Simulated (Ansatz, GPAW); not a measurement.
# STM contrast on a 8-layer slab of Sr(111)

Wanted: filled- and empty-state images of a 8-layer slab of Sr(111), with its work function.

Program: GPAW 26.7.0 and Ansatz 0.2.0. Level of theory: Ansatz plane waves; slab in vacuum with a dipole correction, relaxation, in the first sound run; inputs show where later runs differ. Results are calculated unless marked as measured.

## Step 1: The structure

The cell holds 8 atoms: 8 Sr. Cell: a = 4.299 Å, b = 4.299 Å, c = 38.572 Å, α = 90.0°, β = 90.0°, γ = 60.0°. Vacuum lies along c.

## Step 2: Relaxing the atoms

Forces are removed first; all later runs use this geometry. The lowest 4 atoms are held at bulk positions and keep their forces.

The input, input.yaml:

```yaml
crystal:
  lattice:
    - [4.2992092296, 0.0, 0.0]
    - [2.1496046148, 3.723224409, 0.0]
    - [0.0, 0.0, 38.5720274567]
  atoms:
    - { symbol: Sr, position: [0.6666666667, 0.6666666667, 0.1814786637] }
    - { symbol: Sr, position: [0.0, 0.0, 0.2724847598] }
    - { symbol: Sr, position: [0.3333333333, 0.3333333333, 0.3634908559] }
    - { symbol: Sr, position: [0.6666666667, 0.6666666667, 0.454496952] }
    - { symbol: Sr, position: [0.0, 0.0, 0.545503048] }
    - { symbol: Sr, position: [0.3333333333, 0.3333333333, 0.6365091441] }
    - { symbol: Sr, position: [0.6666666667, 0.6666666667, 0.7275152402] }
    - { symbol: Sr, position: [0.0, 0.0, 0.8185213363] }
kpoints:
  mp_grid: { grid: [9, 9, 1] }
hamiltonian:
  xc: pbe
scf:
  occupations: { method: fermi_dirac, width: 0.1 }
efield:
  axis: 3
  dipole_correction: true
  ramp_width: 0.05
relax:
  f_tol: 0.02
  max_steps: 60
  constraints: [{ sites: [0, 1, 2, 3] }]
output:
  write_potential: true
  write_density: true
  volumetric_format: npy
```

The run is started by

```bash
> ansatz run input.yaml --threads 4 --pin off --max-ram 8192MiB --backend cpu --events-out ev --progress --plain --runs-dir out
```

Numbers of over 12 decimals in the logs are rounded to 6 here.

The log of the run:

```text
Engine: ansatz 0.2.0, x86_64-unknown-linux-gnu
Pseudopotentials: kind: paw
Pseudopotential: Sr, paw, valence charge 10, recommended cutoff 420 eV (normal), Sr.paw.azcp
Functional definition: PBE
  parameter kappa = 0.804
  parameter beta = 0.066725
  exchange = pbe_x(kappa = kappa, mu = beta*pi^2/3)
  correlation = pbe_c(beta = beta)
Crystal: 8 atoms, lattice volume = 617.419 Å³
Basis set: ecut = 420 eV, 11991 PW (Γ), exchange–correlation on 60×60×540 points (8 copies of the dense FFT grid, shifted against one another)
Bands: 48, of which v1, the nominal top of the filled ones, is band 40 counted from 1 (39 counted from 0)
Symmetry: 6 space group operations
k-points: 12 of 81 (time reversal used)
Non-local potential: Sr, projectors of the file, l = 0: 3, l = 1: 2, l = 2: 2
PAW form: soft (Blöchl's): semilocal exchange-correlation on the pseudo side does not see the compensation charge
PAW one-centre angular grid: Sr, 110 points (default); XC on 64 Gauss nodes
Initial density: superposition of atomic densities (neutral atoms: chi_scale 0, normalization atom), corrected by the library's trained network
Initial wavefunctions: pseudopotential atomic-orbital guess
Functional: x = pbe(κ = 0.804, μ = 0.219515), c = pbe(β = 0.066725)
SCF iter   1: F=—  HF=-28353.329487 eV  |F-HF|=—  |Δ(HF+E_count)|=         —  Δρ=2.73e-3  dr2=6.47e0  ethr=1.77e-3  p=0.000 e·Å  D=9.34e-14 V/Å  ΔV_dip=-0.00 eV  dr2_dipole=3.39e-10  V_vac-E_F(+/−)=2.54/2.54 eV  ⟨swp⟩=14.4  Hψ=7924  notcnv=0
efield: sawtooth ramp at fractional position 0.9750 (placed from the atoms, in the widest stretch of the axis that holds none; the zero of the levels goes with the place), width 0.0500; the density the first Hamiltonian is built on has a dipole p = 0.000 e·Å; the dipole correction subtracts the counter field D = 9.34e-14 V/Å, which shifts the + side's vacuum level by -0.00 eV against the − side's; the planar-averaged density in the ramp window peaks in size at 4.4e-5 e/Å³
automatic band count: the SCF goes on with 56 bands, as 48 were too few: the levels above may hold too much charge
preconditioner: auto → LDOS  [metal: Δε(μ)=0.050 eV  Ē_g=2.237 eV  σ=0.100 eV  W_gap=0.12  n_scr=88 (ndim 8)  ℏωp=6.0 eV  f_vac=0.237  D(μ)=11.55/eV (n_scr^D=76)  β→1.0]
SCF iter   2: F=—  HF=-28353.246888 eV  |F-HF|=—  |Δ(HF+E_count)|=   8.26e-2  Δρ=7.08e-4  dr2=8.31e-3  ethr=1.77e-3  p=0.000 e·Å  D=2.53e-7 V/Å  ΔV_dip=-0.00 eV  dr2_dipole=1.34e-9  V_vac-E_F(+/−)=2.69/2.69 eV  ⟨swp⟩=1.7  Hψ=790  notcnv=0
SCF iter   3: F=—  HF=-28353.247394 eV  |F-HF|=—  |Δ(HF+E_count)|=   5.06e-4  Δρ=3.91e-4  dr2=4.74e-3  ethr=1.04e-5  p=-0.000 e·Å  D=-2.82e-7 V/Å  ΔV_dip=0.00 eV  dr2_dipole=1.07e-9  V_vac-E_F(+/−)=2.70/2.70 eV  ⟨swp⟩=2.5  Hψ=1287  notcnv=0
SCF iter   4: F=—  HF=-28353.247234 eV  |F-HF|=—  |Δ(HF+E_count)|=   1.61e-4  Δρ=1.21e-4  dr2=1.56e-4  ethr=5.92e-6  p=-0.000 e·Å  D=-9.17e-8 V/Å  ΔV_dip=0.00 eV  dr2_dipole=2.31e-10  V_vac-E_F(+/−)=2.71/2.71 eV  ⟨swp⟩=2.6  Hψ=1043  notcnv=0
iter 5 did not close the SCF: its close was put off for the readings that it lacked (scf_convergence_deferred on its scf_iter line)
SCF iter   5: F=-28353.247226 eV  HF=-28353.247228 eV  |F-HF|=2.25e-6  |Δ(HF+E_count)|=   5.75e-6  Δρ=2.34e-5  dr2=9.04e-6  ethr=1.95e-7  p=0.000 e·Å  D=5.18e-8 V/Å  ΔV_dip=-0.00 eV  dr2_dipole=7.42e-11  V_vac-E_F(+/−)=2.71/2.71 eV  ⟨swp⟩=2.0  Hψ=1086  notcnv=0
SCF iter   6: F=-28353.247230 eV  HF=-28353.247231 eV  |F-HF|=1.16e-6  |Δ(HF+E_count)|=   2.92e-6  Δρ=6.49e-6  dr2=1.40e-6  ethr=1.13e-8  p=-0.000 e·Å  D=-9.62e-9 V/Å  ΔV_dip=0.00 eV  dr2_dipole=6.53e-12  V_vac-E_F(+/−)=2.71/2.71 eV  ⟨swp⟩=10.7  Hψ=6205  notcnv=0
WARN: efield: at this solve's end the planar-averaged density reaches 5.01e-5 e/Å³ inside the ramp window [0.9491, 0.0509] (bound 1e-5 e/Å³); the window's nearer edge stands 5.04 Å from this solve's nearest atom along the axis. Its work functions, free energy, forces, stress, dipole, levels and responses can be off, and this figure does not tell by how much. A short vacuum, a low `basis.ecutwfc` or `basis.ecutrho_ratio` and negative occupations (`scf.occupations.method`) can put density there. See the manual's quickstart, § The vacuum guard
SCF 1 converged in 6 iterations: F = -28353.247230 eV  dr2 = 1.40e-6
  greatest PAW one-centre occupation: 0.988 electrons in one spin orbital (limit 2), on the Sr atom at site 0 (counted from 0), in its partial waves of l = 0
relax step   1: F+E_penalty+E_count = -28353.24722973 eV  Δ(F+E_penalty+E_count) = +0.000e0 eV  max|allowed force component| = 7.695e-2 eV/Å  Δτ_max = 0.0000 Å  (6 SCF iters, dr2 threshold 1.00e-5 eV, accepted)
Bands: 56, of which v1, the nominal top of the filled ones, is band 40 counted from 1 (39 counted from 0)
Initial density: handed on by an earlier stage of this run
Initial wavefunctions: those handed on with the density
iter 1 solved again at ethr=6.92e-5 eV; its pass at ethr=3.10e-3 eV (dr2=5.53e-2 eV) is discarded
SCF iter   1: F=—  HF=-28353.251917 eV  |F-HF|=—  |Δ(HF+E_count)|=         —  Δρ=4.42e-4  dr2=2.57e-2  ethr=6.92e-5  p=-0.000 e·Å  D=-3.86e-8 V/Å  ΔV_dip=0.00 eV  dr2_dipole=2.75e-4  V_vac-E_F(+/−)=2.71/2.71 eV  ⟨swp⟩=2.0  Hψ=2129  notcnv=0
efield: sawtooth ramp at fractional position 0.9750 (handed on by an earlier solve), width 0.0500; the density the first Hamiltonian is built on has a dipole p = -0.000 e·Å; the dipole correction subtracts the counter field D = -3.86e-8 V/Å, which shifts the + side's vacuum level by +0.00 eV against the − side's; the planar-averaged density in the ramp window peaks in size at 5.0e-5 e/Å³
preconditioner: auto → LDOS  [metal: Δε(μ)=0.046 eV  Ē_g=2.238 eV  σ=0.100 eV  W_gap=0.11  n_scr=88 (ndim 8)  ℏωp=6.0 eV  f_vac=0.242  D(μ)=11.12/eV (n_scr^D=64)  β→1.0]
SCF iter   2: F=—  HF=-28353.251063 eV  |F-HF|=—  |Δ(HF+E_count)|=   8.53e-4  Δρ=1.35e-4  dr2=5.62e-4  ethr=3.21e-5  p=0.003 e·Å  D=9.24e-4 V/Å  ΔV_dip=-0.04 eV  dr2_dipole=3.81e-4  V_vac-E_F(+/−)=2.67/2.71 eV  ⟨swp⟩=1.2  Hψ=691  notcnv=0
SCF iter   3: F=—  HF=-28353.251113 eV  |F-HF|=—  |Δ(HF+E_count)|=   5.00e-5  Δρ=5.31e-5  dr2=1.02e-4  ethr=7.02e-7  p=0.002 e·Å  D=5.59e-4 V/Å  ΔV_dip=-0.02 eV  dr2_dipole=5.71e-5  V_vac-E_F(+/−)=2.69/2.71 eV  ⟨swp⟩=2.5  Hψ=1121  notcnv=0
SCF iter   4: F=—  HF=-28353.251128 eV  |F-HF|=—  |Δ(HF+E_count)|=   1.54e-5  Δρ=2.40e-5  dr2=9.54e-6  ethr=1.28e-7  p=0.002 e·Å  D=4.50e-4 V/Å  ΔV_dip=-0.02 eV  dr2_dipole=1.89e-6  V_vac-E_F(+/−)=2.69/2.71 eV  ⟨swp⟩=2.0  Hψ=1085  notcnv=0
[...]
SCF 2 converged in 7 iterations: F = -28353.250380 eV  dr2 = 5.98e-9
  greatest PAW one-centre occupation: 0.988 electrons in one spin orbital (limit 2), on the Sr atom at site 7 (counted from 0), in its partial waves of l = 0
relax step   2: F+E_penalty+E_count = -28353.25038015 eV  Δ(F+E_penalty+E_count) = -3.150e-3 eV  max|allowed force component| = 5.059e-2 eV/Å  Δτ_max = 0.0685 Å  (7 SCF iters, accepted)
SCF iter   1: F=—  HF=-28353.248812 eV  |F-HF|=—  |Δ(HF+E_count)|=         —  Δρ=9.56e-4  dr2=2.45e-1  ethr=1.64e-3  p=0.001 e·Å  D=3.01e-4 V/Å  ΔV_dip=-0.01 eV  dr2_dipole=1.67e-1  V_vac-E_F(+/−)=2.70/2.71 eV  ⟨swp⟩=6.6  Hψ=1817  notcnv=0
efield: sawtooth ramp at fractional position 0.9750 (handed on by an earlier solve), width 0.0500; the density the first Hamiltonian is built on has a dipole p = 0.001 e·Å; the dipole correction subtracts the counter field D = 3.01e-4 V/Å, which shifts the + side's vacuum level by -0.01 eV against the − side's; the planar-averaged density in the ramp window peaks in size at 5.0e-5 e/Å³
preconditioner: auto → LDOS  [metal: Δε(μ)=0.020 eV  Ē_g=2.240 eV  σ=0.100 eV  W_gap=0.05  n_scr=88 (ndim 8)  ℏωp=6.0 eV  f_vac=0.246  D(μ)=10.97/eV (n_scr^D=64)  β→1.0]
SCF iter   2: F=—  HF=-28353.254525 eV  |F-HF|=—  |Δ(HF+E_count)|=   5.71e-3  Δρ=4.98e-4  dr2=2.18e-1  ethr=3.06e-4  p=0.011 e·Å  D=3.31e-3 V/Å  ΔV_dip=-0.13 eV  dr2_dipole=2.89e-1  V_vac-E_F(+/−)=2.59/2.72 eV  ⟨swp⟩=2.2  Hψ=798  notcnv=0
SCF iter   3: F=—  HF=-28353.253383 eV  |F-HF|=—  |Δ(HF+E_count)|=   1.14e-3  Δρ=2.04e-4  dr2=3.20e-2  ethr=2.72e-4  p=0.006 e·Å  D=1.85e-3 V/Å  ΔV_dip=-0.07 eV  dr2_dipole=4.04e-2  V_vac-E_F(+/−)=2.64/2.71 eV  ⟨swp⟩=1.0  Hψ=672  notcnv=0
SCF iter   4: F=—  HF=-28353.253472 eV  |F-HF|=—  |Δ(HF+E_count)|=   8.97e-5  Δρ=1.07e-4  dr2=7.12e-3  ethr=4.00e-5  p=0.003 e·Å  D=9.61e-4 V/Å  ΔV_dip=-0.04 eV  dr2_dipole=8.17e-3  V_vac-E_F(+/−)=2.67/2.70 eV  ⟨swp⟩=1.0  Hψ=672  notcnv=0
SCF iter   5: F=—  HF=-28353.253464 eV  |F-HF|=—  |Δ(HF+E_count)|=   8.90e-6  Δρ=4.23e-5  dr2=1.62e-3  ethr=8.90e-6  p=0.003 e·Å  D=9.79e-4 V/Å  ΔV_dip=-0.04 eV  dr2_dipole=1.88e-3  V_vac-E_F(+/−)=2.67/2.71 eV  ⟨swp⟩=1.0  Hψ=672  notcnv=0
SCF iter   6: F=—  HF=-28353.253473 eV  |F-HF|=—  |Δ(HF+E_count)|=   9.61e-6  Δρ=1.30e-5  dr2=5.70e-5  ethr=2.03e-6  p=0.003 e·Å  D=9.41e-4 V/Å  ΔV_dip=-0.04 eV  dr2_dipole=7.47e-5  V_vac-E_F(+/−)=2.67/2.71 eV  ⟨swp⟩=1.1  Hψ=673  notcnv=0
SCF iter   7: F=—  HF=-28353.252747 eV  |F-HF|=—  |Δ(HF+E_count)|=   7.26e-4  Δρ=2.61e-6  dr2=5.81e-7  ethr=7.12e-8  p=0.003 e·Å  D=8.96e-4 V/Å  ΔV_dip=-0.03 eV  dr2_dipole=9.51e-7  V_vac-E_F(+/−)=2.67/2.71 eV  ⟨swp⟩=2.0  Hψ=752  notcnv=0
SCF iter   8: F=—  HF=-28353.252748 eV  |F-HF|=—  |Δ(HF+E_count)|=   3.45e-7  Δρ=1.64e-6  dr2=1.02e-7  ethr=1.25e-10  p=0.003 e·Å  D=8.79e-4 V/Å  ΔV_dip=-0.03 eV  dr2_dipole=7.88e-8  V_vac-E_F(+/−)=2.67/2.71 eV  ⟨swp⟩=12.0  Hψ=5347  notcnv=0
SCF iter   9: F=-28353.252747 eV  HF=-28353.252748 eV  |F-HF|=6.48e-8  |Δ(HF+E_count)|=   4.01e-9  Δρ=4.45e-7  dr2=3.68e-8  ethr=1.25e-10  p=0.003 e·Å  D=8.74e-4 V/Å  ΔV_dip=-0.03 eV  dr2_dipole=3.00e-8  V_vac-E_F(+/−)=2.67/2.71 eV  ⟨swp⟩=9.9  Hψ=4476  notcnv=0
WARN: efield: at this solve's end the planar-averaged density reaches 5.00e-5 e/Å³ inside the ramp window [0.9491, 0.0509] (bound 1e-5 e/Å³); the window's nearer edge stands 5.04 Å from this solve's nearest atom along the axis. Its work functions, free energy, forces, stress, dipole, levels and responses can be off, and this figure does not tell by how much. A short vacuum, a low `basis.ecutwfc` or `basis.ecutrho_ratio` and negative occupations (`scf.occupations.method`) can put density there. See the manual's quickstart, § The vacuum guard
SCF 3 converged in 9 iterations: F = -28353.252747 eV  dr2 = 3.68e-8
relax step   3: F+E_penalty+E_count = -28353.25274744 eV  Δ(F+E_penalty+E_count) = -2.367e-3 eV  max|allowed force component| = 9.297e-3 eV/Å  Δτ_max = 0.1479 Å  (9 SCF iters, accepted)
NSCF: frozen V_eff on 12 k-points
the search or the solves at the SCF's close seem to have found levels that the self-consistency loop had missed (the run counts 1). By its estimate they hold 2.17e-7 electrons. The energies and the density leave them out; if the run goes on with those levels, later outputs use occupations computed again with them
WARN: The output density's exchange-correlation potential varies sharply where the density is thin. Do not read a vacuum level from v_tot or v_xc, or from such a field of the output density. On a cell that repeats whose density bears no net charge and no dipole along the vacuum's axis use v_es (v_loc + v_h of the components); under efield.dipole_correction with no amplitude use v_es + v_field, which holds any externa [...]
SCF converged after 9 iterations
Free energy (F): -28353.252747 eV
Harris-Foulkes:  -28353.252748 eV  (|F-HF|=6.48e-8)
Internal energy: -28352.887322 eV  (E = F + TS)
E sigma→0 (E₀):  -28353.070035 eV
Entropy (-TS):   -0.365425 eV (-45.678 meV/atom)
Fermi energy:    2.910049 eV
Dipole field:    D = 0.001007 V/Å  (p = 0.003435 e·Å, saw-weighted, corrected)
Work function:   Φ+ = 2.6697 eV   Φ− = 2.7086 eV
Levels:          The Fermi level and band energies are counted from a zero that moves with the ramp; work functions are not
Vacuum region:   at the solve's end the planar-averaged density reaches 5.00e-5 e/Å³ inside the ramp window [0.9491, 0.0509] (bound 1e-5 e/Å³)
--- Per-component energies (eV) ---
  E_band       = -1268.121544
  E_kinetic    = 1929.432670
  E_local      = -24666.170181  (includes V_loc(G=0)·N_el)
  E_nonlocal   = 1623.020863
  E_hartree    = 10721.701255
  E_xc         = -1368.412350
  E_vxc        = -1272.086818  (∫ρ·V_xc dr)
  E_paw        = -21557.736503  (= ΣΔE_a)
  E_vpaw       = -325.717893  (= ΣTr[D̂ρ^β])
  E_aug_tail   = -0.000009  (compensation charges beyond the density's cutoff)
  E_efield     = 0.000002  (sawtooth field / dipole correction)
  E_vefield    = 0.004148  (∫n·V_field dr)
  E_ewald      = 4965.276932
  E_smearing   = -0.365425  (= −TS)
  E_closure    = 0.000000  (closes the sum)
  Σ components = -28353.252747   (vs F -28353.252747, Δ=0.00e0)
--- Forces (eV/Å), atoms counted from 1 ---
  atom   1  Sr     0.00000000     0.00000000     0.07721468
  atom   2  Sr    -0.00000000     0.00000000    -0.05210060
  atom   3  Sr     0.00000000     0.00000000    -0.00223171
  atom   4  Sr    -0.00000000     0.00000000    -0.02288819
  atom   5  Sr     0.00000000     0.00000000    -0.00092879
  atom   6  Sr    -0.00000000     0.00000000     0.00323064
  atom   7  Sr    -0.00000000    -0.00000000    -0.00929681
  atom   8  Sr     0.00000000    -0.00000000     0.00699055
  max |Σ_I F_I| component: 1.02e-5 eV/Å
--- Band table (eV; the first three rows and the last of 12) ---
  k-point 0: bands = [... 36 lower, 0.4302, 0.8700, 1.3038, 1.6731, 2.9949, 3.1309, 3.3561, 3.6288, ... 12 higher]
  k-point 1: bands = [... 36 lower, 0.5906, 1.0288, 1.4653, 1.8446, 2.9973, 3.1605, 3.3966, 3.6569, ... 12 higher]
  k-point 2: bands = [... 36 lower, 1.0360, 1.4624, 1.8975, 2.2979, 3.0064, 3.2429, 3.4982, 3.7011, ... 12 higher]
  k-point 11: bands = [... 36 lower, 2.8017, 2.8073, 2.9081, 2.9299, 2.9338, 3.0239, 3.0954, 3.0962, ... 12 higher]
--- Relaxed structure (3 steps of the walk, 3 accepted, 0 SCFs on fresh bases) ---
  F+E_penalty+E_count = -28353.25274744 eV   max|allowed force component| = 9.297e-3 eV/Å
  atoms:
    - { symbol: Sr, position: [0.666667, 0.666667, 0.181479] }
    - { symbol: Sr, position: [0.0, 0.0, 0.272485] }
    - { symbol: Sr, position: [0.333333, 0.333333, 0.363491] }
    - { symbol: Sr, position: [0.666667, 0.666667, 0.454497] }
    - { symbol: Sr, position: [-8.24196947422904e-19, 0, 0.544676] }
    - { symbol: Sr, position: [0.333333, 0.333333, 0.634796] }
    - { symbol: Sr, position: [0.666667, 0.666667, 0.724991] }
    - { symbol: Sr, position: [-5.587591621083838e-18, 0, 0.812912] }
```

The job ended after 21 s (4 threads of AMD EPYC 9R14 (Zen 4), shared host; peak memory 1.2 GiB).

The steps of the relaxation:

| step | energy less that of the first step (eV) | largest force component (eV/Å) |
| --- | --- | --- |
| 1 | 0.0000 | 0.0770 |
| 2 | -0.0032 | 0.0506 |
| 3 | -0.0055 | 0.0093 |

The run keeps the 6 symmetry operations that it works with, so distortions that break them were not tested.

The atoms that moved most (Å):

| atom | dx | dy | dz | length |
| --- | --- | --- | --- | --- |
| Sr8 | 0.000 | 0.000 | -0.216 | 0.216 |
| Sr7 | 0.000 | 0.000 | -0.097 | 0.097 |
| Sr6 | 0.000 | 0.000 | -0.066 | 0.066 |
| Sr5 | 0.000 | 0.000 | -0.032 | 0.032 |

Final coordinates:

```
Sr
1.0
     4.29921    0.00000    0.00000
     2.14960    3.72322    0.00000
     0.00000    0.00000   38.57203
Sr
8
Direct
  0.66667 0.66667 0.18148
  0.00000 0.00000 0.27248
  0.33333 0.33333 0.36349
  0.66667 0.66667 0.45450
  0.00000 0.00000 0.54468
  0.33333 0.33333 0.63480
  0.66667 0.66667 0.72499
  0.00000 0.00000 0.81291
```

This step gave:

| Quantity | Value |
| --- | --- |
| free energy | -28353.2527 eV |
| smearing term TS | 0.3654 eV |
| symmetry operations | 6 |
| upper work function | 2.670 eV |
| lower work function | 2.709 eV |
| dipole along the normal | 0.003435 e·Å |
| dipole field | 0.001007 V/Å |
| vacuum level above | 5.580 eV |
| vacuum level below | 5.619 eV |

The electrostatic potential energy of an electron (with the applied field's), less the Fermi level, planar mean oscillates, so the rows of the table below give means over windows of 3.5 Å about each position, cut where the curve ends. Its maxima inside the range that stand out by 2 % of the span (Å: eV): 8.7: 1.67, 12.3: 1.67, 15.7: 1.67, 19.3: 1.64, 22.7: 1.62, 26.3: 1.59, 29.7: 1.46. Its minima: 7.0: -14.7, 10.6: -14.4, 14.0: -14.5, 17.6: -14.5, 21.0: -14.5, 24.4: -14.4, 28.0: -14.4, 31.4: -14.4.

Table of electrostatic potential energy of an electron (with the applied field's), less the Fermi level, planar mean by z; means over each step:

| z (Å) | electrostatic potential energy of an electron (with the applied field's), less the Fermi level, planar mean (eV) |
| --- | --- |
| 1.75 | 2.70 |
| 5.25 | -1.02 |
| 8.75 | -3.91 |
| 12.25 | -3.91 |
| 15.75 | -3.90 |
| 19.25 | -4.05 |
| 22.75 | -4.06 |
| 26.25 | -4.05 |
| 29.75 | -4.45 |
| 33.25 | -0.343 |
| 36.75 | 2.67 |

The valence density, planar mean by z:

z (Å), valence density, planar mean (e/Å³) and a bar:
```
        1      0.000 
        2      0.000 
        3      0.000 
        4      0.002 
        5      0.011 #
        6      0.074 #####
        7      0.412 ##############################
        8      0.082 ######
        9      0.043 ###
       10      0.290 #####################
       11      0.300 ######################
       12      0.043 ###
       13      0.078 ######
       14      0.408 ##############################
       15      0.086 ######
       16      0.042 ###
       17      0.279 ####################
       18      0.311 #######################
       19      0.044 ###
       20      0.080 ######
       21      0.408 ##############################
       22      0.084 ######
       23      0.044 ###
       24      0.303 ######################
       25      0.288 #####################
       26      0.043 ###
       27      0.090 #######
       28      0.409 ##############################
       29      0.077 ######
       30      0.049 ####
       31      0.362 ##########################
       32      0.217 ################
       33      0.018 #
       34      0.004 
       35      0.001 
       36      0.000 
       37      0.000
```

The relaxation lowered the energy of the cell by 0.00552 eV.

(Part 1 of 4 ends here.)

[Logs are printed without paths, hosts, clocks, repeated set-up lines and the standing remarks that a program may print on its own settings, such as how far it seeks lower states.]

[Hosts, paths, dates, database ids (printed as entryN), source tags and the programs' standing remarks are cut or masked in the printed files.]
